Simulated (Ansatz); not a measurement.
**MgMn2Al2: relaxing a made-up structure**

Starting from a made-up structure for MgMn2Al2, the aim is the relaxed cell, its shortest contacts and, where a second run follows, its electronic structure.

Main program and level: Ansatz 0.2.0; DFT, PBE, plane-wave PAW, files of the set soft_1, scalar-relativistic, ferromagnetic start, cell and ions relaxed at zero pressure; PAW set soft_1, in the first sound run; inputs show where later runs differ.

### Step 1. The structure

The structure is tetragonal, space group I4/mmm (No. 139). Conventional cell: a = 3.977 Å, b = 3.977 Å, c = 9.861 Å, α = 90.00°, β = 90.00°, γ = 90.00°. Nearest to Mn lie 4 Al at 2.38 Å and 4 Mn at 2.81 Å and 4 Mg at 3.17 Å. Nearest to Al lie 1 Al at 2.32 Å and 4 Mn at 2.38 Å and 4 Mg at 3.04 Å. Mg has 8 Al at 3.04 Å and 8 Mn at 3.17 Å nearest. Farther neighbours are not listed.

### Step 2. Relaxing cell and atoms

The guess takes its coordinates from another compound and its volume from a rule, so the cell and any free coordinates are relaxed together.

Input file input.yaml:

```yaml
crystal:
  lattice:
    - [-1.9885, 1.9885, 4.9305]
    - [1.9885, -1.9885, 4.9305]
    - [1.9885, 1.9885, -4.9305]
  atoms:
    - { symbol: Mn, position: [0.75, 0.25, 0.5], spin: 4.0 }
    - { symbol: Mn, position: [0.25, 0.75, 0.5], spin: 4.0 }
    - { symbol: Al, position: [0.6176, 0.6176, 0.0] }
    - { symbol: Al, position: [0.3824, 0.3824, 0.0] }
    - { symbol: Mg, position: [0.0, 0.0, 0.0] }
magnetization:
  spin_polarized: true
kpoints:
  mp_grid: { grid: [9, 9, 9] }
scf:
  occupations: { method: fermi_dirac, width: 0.05 }
hamiltonian:
  xc: pbe
  pseudopotentials: { kind: paw, azcp: { folder: soft_1 } }
relax:
  f_tol: 0.015
  max_steps: 70
  cell: {}
output:
  forces: true
  stress: true
```

On the command line:

```console
ansatz run input.yaml --threads 4 --pin off --max-ram 8192MiB --backend cpu --events-out ev --progress --plain --runs-dir out
```

Numbers of over 12 decimals in the logs are rounded to 6 here.

Output:

```text
basis.fft_grid_basis auto: the FFT boxes are laid along the combinations [[1, 0, 1], [0, 1, 1], [0, 0, 1]] of the cell's own vectors, 3.977, 3.977 and 5.676 Å long. The dense box has 27×27×40 points. Along the cell's own vectors, as sized, it would have 40×40×40, 2.19 times as many. Of the 16 symmetry operations that the crystal satisfies within crystal.symmetry.tolerance (time reversal apart; of a slab, those that k [...]
Engine: ansatz 0.2.0, x86_64-unknown-linux-gnu
Pseudopotentials: kind: paw
Pseudopotential: Mn, paw, valence charge 15, recommended cutoff 420 eV (normal), soft_1/Mn.paw.azcp
Pseudopotential: Al, paw, valence charge 3, recommended cutoff 420 eV (normal), soft_1/Al.paw.azcp
Pseudopotential: Mg, paw, valence charge 10, recommended cutoff 420 eV (normal), soft_1/Mg.paw.azcp
Functional definition: PBE
  parameter kappa = 0.804
  parameter beta = 0.066725
  exchange = pbe_x(kappa = kappa, mu = beta*pi^2/3)
  correlation = pbe_c(beta = beta)
Crystal: 5 atoms, lattice volume = 77.983 Å³
Basis set: ecut = 420 eV, 1517 PW (Γ), FFT grids on a1+a3, a2+a3, a3, exchange–correlation on 54×54×80 points (8 copies of the dense FFT grid, shifted against one another)
Bands: 33, of which v1, the nominal top of the filled ones, is band 23 counted from 1 (22 counted from 0)
Symmetry: 16 space group operations
Space group: I4/mmm (ITA 139), of the structure as read, at distance tolerance 4.3e-5 Å
Magnetic group: BNS 139.531 (UNI 1191), of the structure as read, at distance tolerance 4.3e-5 Å
k-points: 75 of 729
Non-local potential: Mn, projectors of the file, l = 0: 3, l = 1: 2, l = 2: 3, l = 3: 1
Non-local potential: Al, projectors of the file, l = 0: 2, l = 1: 2, l = 2: 1
Non-local potential: Mg, projectors of the file, l = 0: 3, l = 1: 2, l = 2: 1
PAW form: soft (Blöchl's): semilocal exchange-correlation on the pseudo side does not see the compensation charge
PAW one-centre angular grid: Mn, 590 points (default); XC on 64 Gauss nodes
PAW one-centre angular grid: Al, 110 points (default); XC on 64 Gauss nodes
PAW one-centre angular grid: Mg, 110 points (default); XC on 64 Gauss nodes
Initial density: superposition of atomic densities (chi_scale 0.1, normalization cell)
Starting moments: Σ|m| = 8 μB on 2 of 5 sites
Initial wavefunctions: pseudopotential atomic-orbital guess
Functional: x = pbe(κ = 0.804, μ = 0.219515), c = pbe(β = 0.066725)
SCF iter   1: F=—  HF=-10793.359637 eV  |F-HF|=—  |Δ(HF+E_count)|=         —  Δρ=4.23e-2 (↑4.23e-2 ↓3.60e-2)  dr2=2.15e0  dr2_m=8.64e-1  M=6.137 μB ∫|m|=6.829 μB  β_m=0.30  ethr=3.10e-3  ⟨swp⟩=6.1  Hψ=19544  notcnv=0
Mixer restart at iter 1: flushing history
preconditioner: auto → Kerker (q_TF=auto, 2.499 Å⁻¹)  [metal: Δε(μ)=0.007 eV  Ē_g=6.810 eV  σ=0.050 eV  W_gap=0.03  n_scr=22 (ndim 8)  ℏωp=19.7 eV  f_vac=0.000  D(μ)=3.43/eV (n_scr^D=32)]
spin=Collinear: Kerker preconditioning applied to the charge; magnetization (m = ρ↑ − ρ↓) channel mixes plain (no charge-response kernel on spin).
SCF iter   2: F=—  HF=-10793.583092 eV  |F-HF|=—  |Δ(HF+E_count)|=   2.23e-1  Δρ=3.57e-2 (↑2.54e-2 ↓3.57e-2)  dr2=1.89e0  dr2_m=5.34e-1  M=5.942 μB ∫|m|=6.698 μB  β_m=0.65  ethr=3.10e-3  ⟨swp⟩=2.0  Hψ=7142  notcnv=0  defer=366
SCF iter   3: F=—  HF=-10794.779332 eV  |F-HF|=—  |Δ(HF+E_count)|=    1.20e0  Δρ=2.65e-2 (↑2.01e-2 ↓2.65e-2)  dr2=1.11e0  dr2_m=3.36e-1  M=5.337 μB ∫|m|=6.241 μB  β_m=0.37  ethr=3.10e-3  ⟨swp⟩=2.3  Hψ=7143  notcnv=0  defer=389
SCF iter   4: F=—  HF=-10794.933862 eV  |F-HF|=—  |Δ(HF+E_count)|=   1.55e-1  Δρ=1.39e-2 (↑1.39e-2 ↓1.31e-2)  dr2=3.56e-1  dr2_m=1.11e-1  M=5.002 μB ∫|m|=5.868 μB  β_m=0.72  ethr=2.41e-3  ⟨swp⟩=2.1  Hψ=6864  notcnv=0  defer=380
SCF iter   5: F=—  HF=-10794.806996 eV  |F-HF|=—  |Δ(HF+E_count)|=   1.27e-1  Δρ=1.06e-2 (↑1.06e-2 ↓5.98e-3)  dr2=1.84e-1  dr2_m=5.07e-3  M=4.677 μB ∫|m|=5.408 μB  β_m=0.86  ethr=7.75e-4  ⟨swp⟩=2.8  Hψ=8042  notcnv=0  defer=375
SCF iter   6: F=—  HF=-10794.902496 eV  |F-HF|=—  |Δ(HF+E_count)|=         —  Δρ=3.77e-3 (↑3.77e-3 ↓1.28e-3)  dr2=7.18e-3  dr2_m=4.08e-3  M=4.728 μB ∫|m|=5.424 μB  β_m=0.86  ethr=4.00e-4  ⟨swp⟩=2.2  Hψ=8149  notcnv=0  defer=386
Mixer restart at iter 6: flushing history
SCF iter   7: F=—  HF=-10794.904158 eV  |F-HF|=—  |Δ(HF+E_count)|=   1.66e-3  Δρ=1.89e-3 (↑1.89e-3 ↓1.36e-3)  dr2=5.14e-3  dr2_m=8.06e-5  M=4.747 μB ∫|m|=5.433 μB  β_m=0.74  ethr=1.56e-5  ⟨swp⟩=2.0  Hψ=9614  notcnv=0  defer=388
SCF iter   8: F=—  HF=-10794.902944 eV  |F-HF|=—  |Δ(HF+E_count)|=   1.21e-3  Δρ=1.37e-3 (↑1.37e-3 ↓2.98e-4)  dr2=1.26e-3  dr2_m=4.06e-4  M=4.732 μB ∫|m|=5.412 μB  β_m=0.74  ethr=1.12e-5  ⟨swp⟩=2.0  Hψ=9076  notcnv=0  defer=386
SCF iter   9: F=—  HF=-10794.902723 eV  |F-HF|=—  |Δ(HF+E_count)|=   2.22e-4  Δρ=4.11e-4 (↑4.11e-4 ↓2.43e-4)  dr2=7.91e-5  dr2_m=6.66e-5  M=4.734 μB ∫|m|=5.412 μB  β_m=0.80  ethr=2.74e-6  ⟨swp⟩=2.1  Hψ=5994  notcnv=0  defer=386
SCF iter  10: F=—  HF=-10794.902710 eV  |F-HF|=—  |Δ(HF+E_count)|=   1.29e-5  Δρ=1.10e-4 (↑4.32e-5 ↓1.10e-4)  dr2=2.11e-5  dr2_m=2.53e-6  M=4.734 μB ∫|m|=5.410 μB  β_m=0.90  ethr=1.72e-7  ⟨swp⟩=2.0  Hψ=7031  notcnv=0  defer=388
SCF iter  11: F=—  HF=-10794.902705 eV  |F-HF|=—  |Δ(HF+E_count)|=   4.52e-6  Δρ=3.85e-5 (↑3.85e-5 ↓2.08e-5)  dr2=2.67e-6  dr2_m=1.11e-7  M=4.734 μB ∫|m|=5.409 μB  β_m=0.90  ethr=4.58e-8  ⟨swp⟩=1.8  Hψ=5773  notcnv=0  defer=388
SCF iter  12: F=—  HF=-10794.902705 eV  |F-HF|=—  |Δ(HF+E_count)|=   2.70e-8  Δρ=1.69e-5 (↑1.69e-5 ↓1.40e-5)  dr2=7.97e-7  dr2_m=4.45e-9  M=4.734 μB ∫|m|=5.410 μB  β_m=0.95  ethr=5.80e-9  ⟨swp⟩=2.0  Hψ=7061  notcnv=0  defer=388
SCF iter  13: F=—  HF=-10794.902705 eV  |F-HF|=—  |Δ(HF+E_count)|=   3.50e-8  Δρ=4.13e-6 (↑4.13e-6 ↓1.62e-6)  dr2=1.91e-8  dr2_m=2.35e-9  M=4.734 μB ∫|m|=5.410 μB  β_m=0.97  ethr=1.73e-9  ⟨swp⟩=2.0  Hψ=6297  notcnv=0  defer=388
SCF iter  14: F=-10794.902705 eV  HF=-10794.902705 eV  |F-HF|=3.02e-8  |Δ(HF+E_count)|=   1.13e-9  Δρ=3.45e-6 (↑2.17e-6 ↓3.45e-6)  dr2=3.40e-8  dr2_m=3.61e-10  M=4.735 μB ∫|m|=5.410 μB  ethr=4.14e-11  ⟨swp⟩=1.6  Hψ=12416  notcnv=0
SCF 1 converged in 14 iterations: F = -10794.902705 eV  dr2 = 3.40e-8
  greatest PAW one-centre occupation: 1.000 electrons in one spin orbital (limit 2), on the Mn atom at site 1 (counted from 0), in its partial waves of l = 0
relax step   1: F+E_penalty+E_count = -10794.90270508 eV  Δ(F+E_penalty+E_count) = +0.000e0 eV  max|allowed force component| = 6.676e-1 eV/Å  Δτ_max = 0.0000 Å  P = +9.848 GPa  Ω = 77.983 Å³  (14 SCF iters, dr2 threshold 1.00e-7 eV, accepted)
Crystal: 5 atoms, lattice volume = 82.642 Å³
[...]
SCF 3 converged in 10 iterations: F = -10795.341477 eV  dr2 = 5.73e-9
relax step   3: F+E_penalty+E_count = -10795.34147652 eV  Δ(F+E_penalty+E_count) = -1.290e-1 eV  max|allowed force component| = 1.011e-1 eV/Å  Δτ_max = 0.0287 Å  P = +0.557 GPa  Ω = 85.664 Å³  energy of the carried Pulay correction = -5.226e-3 eV  (10 SCF iters, dr2 threshold 5.00e-7 eV, accepted)
[...]
relax step   4: F+E_penalty+E_count = -10795.39165917 eV  Δ(F+E_penalty+E_count) = -5.018e-2 eV  max|allowed force component| = 2.215e-2 eV/Å  Δτ_max = 0.0357 Å  P = -0.487 GPa  Ω = 86.080 Å³  energy of the carried Pulay correction = -5.495e-3 eV  (9 SCF iters, dr2 threshold 5.00e-7 eV, accepted)
[...]
relax step   5: F+E_penalty+E_count = -10795.39367879 eV  Δ(F+E_penalty+E_count) = -2.020e-3 eV  max|allowed force component| = 1.255e-2 eV/Å  Δτ_max = 0.0028 Å  P = -0.055 GPa  Ω = 85.492 Å³  energy of the carried Pulay correction = -5.115e-3 eV  (8 SCF iters, dr2 threshold 5.00e-7 eV, accepted)
[...]
relax step   6: F+E_penalty+E_count = -10795.39374917 eV  Δ(F+E_penalty+E_count) = -7.038e-5 eV  max|allowed force component| = 6.189e-3 eV/Å  Δτ_max = 0.0003 Å  P = -0.021 GPa  Ω = 85.467 Å³  energy of the carried Pulay correction = -5.099e-3 eV  (7 SCF iters, dr2 threshold 6.34e-8 eV, accepted)
[...]
relax step   7: F+E_penalty+E_count = -10795.41555685 eV  Δ(F+E_penalty+E_count) = -2.181e-2 eV  max|allowed force component| = 9.258e-3 eV/Å  Δτ_max = 0.0000 Å  P = +0.326 GPa  Ω = 85.467 Å³  stress off target by 9.22e-1 GPa  SCF on the basis re-selected at this cell (its energy is not comparable with the rows above)  (11 SCF iters)
[...]
relax step   8: F+E_penalty+E_count = -10795.41853878 eV  Δ(F+E_penalty+E_count) = -2.982e-3 eV  max|allowed force component| = 2.925e-3 eV/Å  Δτ_max = 0.0055 Å  P = +0.090 GPa  Ω = 85.713 Å³  energy of the carried Pulay correction = -9.654e-5 eV  (7 SCF iters, dr2 threshold 5.00e-7 eV, accepted)
[...]
relax step   9: F+E_penalty+E_count = -10795.41874736 eV  Δ(F+E_penalty+E_count) = -2.086e-4 eV  max|allowed force component| = 2.152e-3 eV/Å  Δτ_max = 0.0021 Å  P = +0.003 GPa  Ω = 85.805 Å³  energy of the carried Pulay correction = -1.326e-4 eV  (7 SCF iters, dr2 threshold 1.63e-7 eV, accepted)
iter 1 solved again at ethr=8.15e-8 eV; its pass at ethr=3.10e-3 eV (dr2=3.75e-5 eV) is discarded
SCF iter   1: F=—  HF=-10795.418820 eV  |F-HF|=—  |Δ(HF+E_count)|=         —  Δρ=6.77e-5 (↑6.77e-5 ↓6.65e-5)  dr2=3.96e-7  dr2_m=1.78e-8  M=5.498 μB ∫|m|=6.167 μB  β_m=0.65  ethr=8.15e-8  ⟨swp⟩=3.7  Hψ=32750  notcnv=0
preconditioner: auto → Kerker (q_TF=auto, 1.944 Å⁻¹)  [metal: Δε(μ)=0.008 eV  Ē_g=5.747 eV  σ=0.050 eV  W_gap=0.04  n_scr=10 (ndim 8)  ℏωp=18.8 eV  f_vac=0.000  D(μ)=3.32/eV (n_scr^D=32)]
spin=Collinear: Kerker preconditioning applied to the charge; magnetization (m = ρ↑ − ρ↓) channel mixes plain (no charge-response kernel on spin).
SCF iter   2: F=—  HF=-10795.418883 eV  |F-HF|=—  |Δ(HF+E_count)|=   6.40e-5  Δρ=2.41e-5 (↑2.41e-5 ↓2.37e-5)  dr2=4.71e-8  dr2_m=3.96e-9  M=5.498 μB ∫|m|=6.167 μB  β_m=0.64  ethr=8.60e-10  ⟨swp⟩=2.2  Hψ=6889  notcnv=0
SCF iter   3: F=—  HF=-10795.418893 eV  |F-HF|=—  |Δ(HF+E_count)|=   9.20e-6  Δρ=1.49e-6 (↑1.49e-6 ↓1.28e-6)  dr2=6.91e-10  dr2_m=4.11e-10  M=5.498 μB ∫|m|=6.167 μB  β_m=0.60  ethr=1.02e-10  ⟨swp⟩=2.2  Hψ=7418  notcnv=0
SCF iter   4: F=—  HF=-10795.418893 eV  |F-HF|=—  |Δ(HF+E_count)|=   2.57e-8  Δρ=8.71e-7 (↑7.51e-7 ↓8.71e-7)  dr2=1.73e-9  dr2_m=1.64e-11  M=5.498 μB ∫|m|=6.167 μB  β_m=0.80  ethr=1.50e-12  ⟨swp⟩=2.0  Hψ=8460  notcnv=0
SCF iter   5: F=—  HF=-10795.418893 eV  |F-HF|=—  |Δ(HF+E_count)|=   7.21e-9  Δρ=7.81e-7 (↑2.05e-7 ↓7.81e-7)  dr2=1.44e-9  dr2_m=1.01e-10  M=5.498 μB ∫|m|=6.167 μB  β_m=0.90  ethr=1.50e-12  ⟨swp⟩=2.0  Hψ=7940  notcnv=0
SCF iter   6: F=—  HF=-10795.418893 eV  |F-HF|=—  |Δ(HF+E_count)|=   1.89e-9  Δρ=2.32e-7 (↑2.27e-7 ↓2.32e-7)  dr2=1.20e-10  dr2_m=1.20e-11  M=5.498 μB ∫|m|=6.167 μB  β_m=0.83  ethr=1.50e-12  ⟨swp⟩=2.0  Hψ=8197  notcnv=0
SCF iter   7: F=—  HF=-10795.418893 eV  |F-HF|=—  |Δ(HF+E_count)|=  7.28e-12  Δρ=5.52e-8 (↑3.76e-8 ↓5.52e-8)  dr2=3.53e-12  dr2_m=4.83e-13  M=5.498 μB ∫|m|=6.167 μB  β_m=0.90  ethr=1.00e-12  ⟨swp⟩=2.0  Hψ=7768  notcnv=0
SCF iter   8: F=-10795.418893 eV  HF=-10795.418893 eV  |F-HF|=2.00e-11  |Δ(HF+E_count)|=  3.64e-12  Δρ=7.21e-8 (↑7.21e-8 ↓5.99e-8)  dr2=2.04e-11  dr2_m=6.26e-14  M=5.498 μB ∫|m|=6.167 μB  ethr=1.00e-12  ⟨swp⟩=2.0  Hψ=13842  notcnv=0
SCF 10 converged in 8 iterations: F = -10795.418893 eV  dr2 = 2.04e-11
relax step  10: F+E_penalty+E_count = -10795.41889272 eV  Δ(F+E_penalty+E_count) = -1.454e-4 eV  max|allowed force component| = 2.195e-3 eV/Å  Δτ_max = 0.0000 Å  P = -0.002 GPa  Ω = 85.805 Å³  stress off target by 3.24e-3 GPa  SCF on the basis re-selected at this cell (its energy is not comparable with the rows above)  (8 SCF iters)
basis re-selected at this cell: Δ(F+E_penalty+E_count) = -1.454e-4 eV, ΔP = -0.005 GPa vs the last step (what re-selecting the basis moved, of the pressure what is left beyond the Pulay correction that the steps carried, after the strain that the cell walked since its last selection, with what the two solves' SCF thresholds leave and, on support functions, any second-order correction that the steps lacked; it is no m [...]
SCF converged after 8 iterations
Magnetization: 5.4980 μB (25.7490 up, 20.2510 down)
Absolute magnetization: 6.1683 μB (∫|ρ↑−ρ↓|, with the PAW one-centre terms)
Spin contamination: 0.2871 ħ² per cell (⟨S²⟩ above its minimum at these occupations)
Per-site moments (μB) at R_I (Å): [(2.731046, 1.034415), (2.731046, 1.034415), (-0.046537, 1.034415), (-0.046537, 1.034415), (-0.060755, 1.243694)]
Free energy (F): -10795.418893 eV
Harris-Foulkes:  -10795.418893 eV  (|F-HF|=2.00e-11)
Internal energy: -10795.391004 eV  (E = F + TS)
E sigma→0 (E₀):  -10795.404949 eV
Entropy (-TS):   -0.027888 eV (-5.578 meV/atom)
Fermi energy:    8.984339 eV
--- Per-component energies (eV) ---
  E_band       = -935.262880
  E_kinetic    = 748.819743
  E_local      = -7683.715868  (includes V_loc(G=0)·N_el)
  E_nonlocal   = 1138.217904
  E_hartree    = 2993.192196
  E_xc         = -317.989756
  E_vxc        = -368.548739  (∫ρ·V_xc dr)
  E_paw        = -3898.536170  (= ΣΔE_a)
  E_vpaw       = -756.420805  (= ΣTr[D̂ρ^β])
  E_aug_tail   = 0.000059  (compensation charges beyond the density's cutoff)
  E_ewald      = -3775.379112
  E_smearing   = -0.027888  (= −TS)
  E_closure    = 0.000000  (closes the sum)
  Σ components = -10795.418893   (vs F -10795.418893, Δ=0.00e0)
--- Forces (eV/Å), atoms counted from 1 ---
  atom   1  Mn     0.00000000     0.00000000     0.00000000
  atom   2  Mn     0.00000000     0.00000000     0.00000000
  atom   3  Al    -0.00000000    -0.00000000     0.00219502
  atom   4  Al     0.00000000     0.00000000    -0.00219502
  atom   5  Mg     0.00000000     0.00000000     0.00000000
  max |Σ_I F_I| component: 4.34e-19 eV/Å
--- Stress (GPa, compression-positive) ---
       -0.003242       0.000000       0.000000
        0.000000      -0.003242       0.000000
        0.000000       0.000000       0.000494
  P = ⅓ Tr σ = -0.0020 GPa (-0.020 kbar)
--- Relaxed structure (8 steps of the walk, 8 accepted, 2 SCFs on fresh bases) ---
  F+E_penalty+E_count = -10795.41889272 eV   max|allowed force component| = 2.195e-3 eV/Å   (the final SCF, on the basis selected at the relaxed cell)
  cell:  # Å, volume = 85.8046 Å³
    - [-1.931997, 1.931997, 5.746954]
    - [1.931997, -1.931997, 5.746954]
    - [1.931997, 1.931997, -5.746954]
  atoms:
    - { symbol: Mn, position: [0.750000, 0.25, 0.5] }
    - { symbol: Mn, position: [0.25, 0.750000, 0.5] }
    - { symbol: Al, position: [0.610910, 0.610910, 0] }
    - { symbol: Al, position: [0.389090, 0.389090, 0] }
    - { symbol: Mg, position: [0, 0, 0] }
```

Wall time 20 s (4 threads of AMD EPYC 9B45 (Zen 5), shared host); peak memory 0.7 GiB.

Relaxation path:

| step | energy less that of the first step (eV) | largest force component (eV/Å) | pressure (GPa) | volume (Å³) |
| --- | --- | --- | --- | --- |
| 1 | 0.0000 | 0.6676 | 9.85 | 77.98 |
| 2 | -0.3098 | 0.1305 | 3.92 | 82.64 |
| 3 | -0.4388 | 0.1011 | 0.56 | 85.66 |
| 4 | -0.4890 | 0.0221 | -0.49 | 86.08 |
| 5 | -0.4910 | 0.0126 | -0.06 | 85.49 |
| 6 | -0.4910 | 0.0062 | -0.02 | 85.47 |
| 7* | -0.5129 | 0.0093 | 0.33 | 85.47 |
| 8 | -0.5158 | 0.0029 | 0.09 | 85.71 |
| 9 | -0.5160 | 0.0022 | 0.00 | 85.80 |
| 10* | -0.5162 | 0.0022 | 0.00 | 85.80 |

Relaxation steps marked * repeat the geometry before them on a plane-wave basis chosen anew for their cell, so energy and pressure can jump there.

Forces are held to the 16 operations that the run works with; a distortion that breaks them can't arise in this run.

| cell as run | before | after | change |
| --- | --- | --- | --- |
| a (Å) | 5.676 | 6.363 | +12.1 % |
| b (Å) | 5.676 | 6.363 | +12.1 % |
| c (Å) | 5.676 | 6.363 | +12.1 % |
| α (°) | 138.99 | 144.65 | +4.1 % |
| β (°) | 138.99 | 144.65 | +4.1 % |
| γ (°) | 59.40 | 50.86 | -14.4 % |
| volume (Å³/atom) | 15.60 | 17.16 | +10.0 % |

The atoms that moved most (Å, as changes of fractional coordinates times the final cell):

| atom | dx | dy | dz | length |
| --- | --- | --- | --- | --- |
| Al4 | 0.000 | 0.000 | 0.077 | 0.077 |
| Al3 | 0.000 | 0.000 | -0.077 | 0.077 |

Numbers from this step:

* free energy: -10795.4189 eV
* energy at zero smearing: -10795.4049 eV
* smearing term TS: 0.02789 eV
* Fermi energy: 8.984 eV
* magnetization: 5.498 μB
* absolute magnetization: 6.168 μB
* site moments: 2.731, 2.731, -0.04654, -0.04654, -0.06076 μB
* electrons: 46
* symmetry operations: 16
* pressure: -0.001996 GPa

Site moment by atom:

| atom | site moment (μB) |
| --- | --- |
| Mn1 | 2.73 |
| Mn2 | 2.73 |
| Al3 | -0.05 |
| Al4 | -0.05 |
| Mg5 | -0.06 |

The shortest distance of each pair, which need not be the same contact before and after:

| pair | guess (Å) | relaxed (Å) |
| --- | --- | --- |
| Al–Mn | 2.379 | 2.508 |
| Al–Al | 2.319 | 2.550 |
| Mn–Mn | 2.812 | 2.732 |
| Al–Mg | 3.042 | 3.015 |
| Mg–Mn | 3.167 | 3.463 |

The relaxation ends with a largest force component of 0.0022 eV/Å and a pressure of 0.00 GPa.

(Continued in part 2 of 2.)

[Logs are printed without paths, hosts, clocks, repeated set-up lines and the standing remarks that a program may print on its own settings, such as how far it seeks lower states.]

[Hosts, paths, dates, database ids (printed as entryN), source tags and the programs' standing remarks are cut or masked in the printed files.]
